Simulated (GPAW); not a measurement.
# A 9-layer slab of Ag(110) in an electric field, part 2 of 2

Aim: the dipole that a field along the normal induces in a 9-layer slab of Ag(110).

GPAW 26.7.0; GPAW, PAW setups; slab in vacuum, relaxation (the session's first sound run).

So far, upper work function (eV): step 2 (relaxing the atoms) 4.14; step 3 (the slab's potential) 4.14.

**7. In a field**

Contents of run.py:

```python
import json
import numpy as np
from ase import Atoms
from gpaw import GPAW, PW
from gpaw.external import ConstantElectricField

slab = Atoms(
    ['Ag', 'Ag', 'Ag', 'Ag', 'Ag', 'Ag', 'Ag', 'Ag', 'Ag'],
    positions=[
        [0.00000, 0.00000, 9.00000],
        [2.04500, 1.44603, 10.44603],
        [0.00000, 0.00000, 11.89207],
        [2.04500, 1.44603, 13.33810],
        [0.00000, 0.00000, 14.84255],
        [2.04500, 1.44603, 16.32001],
        [0.00000, -0.00000, 17.80155],
        [2.04500, 1.44603, 19.31876],
        [0.00000, 0.00000, 20.70087]],
    cell=[[4.09, 0.0, 0.0], [0.0, 2.89207, 0.0], [0.0, 0.0, 29.56827]],
    pbc=[True, True, False])

slab.calc = GPAW(mode=PW(400), xc='PBE', kpts={'size': (8, 11, 1), 'gamma': True},
                 occupations={'name': 'fermi-dirac', 'width': 0.1}, nbands='160%',
                 convergence={'density': 1e-05}, maxiter=200,
                 poissonsolver={'dipolelayer': 'xy'},
                 external=ConstantElectricField(0.05, [0, 0, 1]),
                 symmetry={'tolerance': 1e-3}, txt='slab.txt')
result = {}
energy = slab.get_potential_energy()
fermi = slab.calc.get_fermi_level()
v = slab.calc.get_electrostatic_potential().mean((0, 1)) - fermi
n = slab.calc.get_pseudo_density().mean((0, 1))
L = slab.cell[2, 2]
z = np.arange(len(v)) * L / len(v)
low, high = slab.positions[:, 2].min(), slab.positions[:, 2].max()
below, above = np.interp([low - 6.8, high + 6.8], z, v)
slopes = [np.interp(x, z, np.gradient(v, z)) for x in (low - 6.8, high + 6.8)]
eps = np.array([[slab.calc.get_eigenvalues(k, s) for k in range(len(slab.calc.get_ibz_k_points()))]
                for s in range(slab.calc.get_number_of_spins())]) - fermi
top, bottom = eps[eps < 0].max(), eps[eps > 0].min()
dipole = slab.get_dipole_moment()[2]
print(f'energy {energy:.4f} eV, Fermi level {fermi:.4f} eV, dipole {dipole:.5f} e A')
print(f'potential 6.8 A off the faces, from the Fermi level: lower {below:.4f} eV, upper {above:.4f} eV')
print(f'slope of the potential there: lower {slopes[0]:.5f}, upper {slopes[1]:.5f} eV/A')
print(f'nearest levels on the mesh: {top:.4f} and {bottom:.4f} eV')
print('magnetic moment', round(slab.get_magnetic_moment(), 3))
result.update(energy=energy, fermi=fermi, dipole=dipole, below=below, above=above, slopes=slopes, edges=[top, bottom],
              z=z.tolist(), v=v.tolist(), n=n.tolist(), positions=slab.positions.tolist(),
              forces=slab.get_forces(apply_constraint=False).tolist(), moments=slab.get_magnetic_moments().tolist())
json.dump(result, open('result.json', 'w'))
```

Command:

```
$ OMP_NUM_THREADS=1 OPENBLAS_NUM_THREADS=1 python run.py
```

Wall time 35 min (1 thread of Arm Neoverse V2, shared host); peak memory 0.91 GiB.

**8. In a field**

run.py, as its differences from that of step 7:

```diff
@@ -25,3 +25,3 @@
                  poissonsolver={'dipolelayer': 'xy'},
-                 external=ConstantElectricField(0.05, [0, 0, 1]),
+                 external=ConstantElectricField(0.1, [0, 0, 1]),
                  symmetry={'tolerance': 1e-3}, txt='slab.txt')
```

The job ended after 35 min (1 thread; peak memory 0.92 GiB).

The electrostatic potential energy of an electron (without an applied field's), less the Fermi level, planar mean oscillates, so the rows of the table below give means over windows of 1.48 Å about each position, cut where the curve ends. Its maxima inside the range that stand out by 2 % of the span (Å: eV): 0.5: 4.85, 9.7: -4.03, 11.2: -4.40, 12.6: -4.57, 14.0: -3.98, 15.6: -4.45, 17.1: -4.55, 18.6: -4.27, 20.0: -5.96. Its minima: 9.0: -10.8, 10.5: -11.5, 11.9: -11.6, 13.3: -11.7, 14.9: -11.7, 16.4: -11.9, 17.8: -12.0, 19.3: -12.4, 20.7: -12.1.

The electrostatic potential energy of an electron (without an applied field's), less the Fermi level, planar mean by z; means over each step:

| z (Å) | electrostatic potential energy of an electron (without an applied field's), less the Fermi level, planar mean (eV) |
| --- | --- |
| 0.74 | 4.76 |
| 2.22 | 4.85 |
| 3.70 | 4.85 |
| 5.18 | 4.85 |
| 6.66 | 4.73 |
| 8.14 | -0.178 |
| 9.62 | -7.56 |
| 11.10 | -7.97 |
| 12.58 | -8.10 |
| 14.06 | -7.65 |
| 15.54 | -8.04 |
| 17.02 | -8.16 |
| 18.50 | -7.99 |
| 19.98 | -9.25 |
| 21.46 | -2.50 |
| 22.94 | 3.27 |
| 24.42 | 3.40 |
| 25.90 | 3.41 |
| 27.38 | 3.41 |
| 28.86 | 3.46 |

The dipole is now 0.0944 e Å, against -7.7e-4 in the run without a field.

**9. Field on**

run.py, as its differences from that of step 8:

```diff
@@ -25,3 +25,3 @@
                  poissonsolver={'dipolelayer': 'xy'},
-                 external=ConstantElectricField(0.1, [0, 0, 1]),
+                 external=ConstantElectricField(0.2, [0, 0, 1]),
                  symmetry={'tolerance': 1e-3}, txt='slab.txt')
```

The job ended after 17 min (1 thread; peak memory 0.88 GiB).

The run was cut off at its time limit.

**10. In a field**

run.py, as its differences from that of step 9:

```diff
@@ -25,3 +25,3 @@
                  poissonsolver={'dipolelayer': 'xy'},
-                 external=ConstantElectricField(0.2, [0, 0, 1]),
+                 external=ConstantElectricField(0.3, [0, 0, 1]),
                  symmetry={'tolerance': 1e-3}, txt='slab.txt')
```

Elapsed: 5.9 min, on 1 thread; peak memory 0.88 GiB.

The run was cut off at its time limit.

**11. The series**

The members are put on one axis.

This step: induced dipole against applied field (GPAW 26.7.0).

Table of dipole along the normal by field:

| field (V/Å) | dipole along the normal (e·Å) |
| --- | --- |
| -0.200 | -0.191 |
| -0.100 | -0.0958 |
| -0.050 | -0.0482 |
| 0.000 | -7.7e-4 |
| 0.050 | 0.0470 |
| 0.100 | 0.0944 |

**12. Outcome**

```json
{
  "work function, upper and lower face": "4.140 and 4.130 eV",
  "dipole along the normal": "-7.7e-4 e Å",
  "induced dipole per field": "0.952 e Å per V/Å",
  "out-of-plane polarisability per area, α/(ε0 A)": "14.6 Å"
}
```

What this shows: The field induces 0.952 e Å per V/Å, a polarisable thickness α/(ε0 A) of 14.6 Å beside 11.7 Å between the outermost nuclei. A perfect conductor would give the distance between its two image planes; a dielectric of thickness t gives t(1 - 1/ε). The measured value for this face is 4.1 eV (as compiled in "Anisotropic work function of elemental crystals", 2019, arxiv:1902.07811); the relaxed upper face lies 0.040 eV over it with PBE. Measured work functions scatter by a tenth of an eV or more between methods. The induced dipole is linear in the field over this range. The small printed dipole stands for a step of 12 meV from the lower to the upper face, and the probes find 10 meV; values this small are near the numerical noise of both. The in-plane lattice was kept as typed, which isn't the functional's own and leaves some strain; spin-orbit coupling and temperature are left out.

[Logs are printed without paths, hosts, clocks, repeated set-up lines and the standing remarks that a program may print on its own settings, such as how far it seeks lower states.]

[Hosts, paths, dates, database ids (printed as entryN), source tags and the programs' standing remarks are cut or masked in the printed files.]
